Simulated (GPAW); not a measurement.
# Surface energy and work function of Rh(100) from slabs of 4 to 14 layers (PBE)

How do energy and work function of Rh(100) films settle with thickness, and what surface energy follows?

Set-up. GPAW 26.7.0, plane waves at 450 eV with PAW setups; symmetric 1×1 slabs cut at the tabulated lattice constant (two decimals; low-temperature values for the alkali metals), atoms at bulk places, 7.5 Å of vacuum on each side, one in-plane mesh for all thicknesses, Fermi-Dirac smearing of 0.1 eV. Energies are extrapolated to zero smearing and count from the program's reference atoms. Functional PBE. The cell's area is 7.220 Å².

What came out, but for one run:

| layers | energy (eV) | work function (eV) |
| --- | --- | --- |
| 4 | −27.0520 | 5.06 |
| 5 | −34.3694 | 5.05 |
| 6 | −41.6867 | 5.04 |
| 7 | −48.9862 | 5.04 |
| 8 | −56.2700 | 5.04 |
| 9 | −63.5738 | 5.04 |
| 10 | −70.8727 | 5.04 |
| 11 | −78.1656 | 5.04 |
| 12 | −85.4627 | 5.04 |
| 14 | ? | ? |

Q: What surface energy do these runs give, and what energy and work function should the 14-layer slab have?

Worked answer. A slab of n layers has E(n) = nε + 2Aγ once its middle is bulk-like. A line through n = 6 to 12 has the slope ε = −7.2961 eV a layer and the intercept 2Aγ = 2.0905 eV (r.m.s. residual 3.6 meV). So γ = 2.0905 / (2 × 7.220 Å²) = 0.1448 eV/Å² = 2.32 J/m², with a standard error of about 0.01 J/m² from the scatter about the line. For 14 layers: 2.0905 + 14 × (−7.2961) = −100.054 eV; the run gives −100.058 eV, 3.9 meV under the line. The work function has no such law: from 6 to 12 layers it stays at 5.04 eV, and the 14-layer slab gives 5.04 eV. The thinnest slab, 4 layers, lies +0.02 eV from that mean. The measured value for this face is 5.30 eV (“Anisotropic work function of elemental crystals” (2019, arxiv:1902.07811)); the unrelaxed 14-layer slab lies 0.26 eV under it.

**Limits.** The surfaces are unrelaxed, so γ is an upper bound for this functional and lattice constant. The tabulated lattice constant isn't the functional's own, which strains the slab a little. The runs had no spin polarisation.
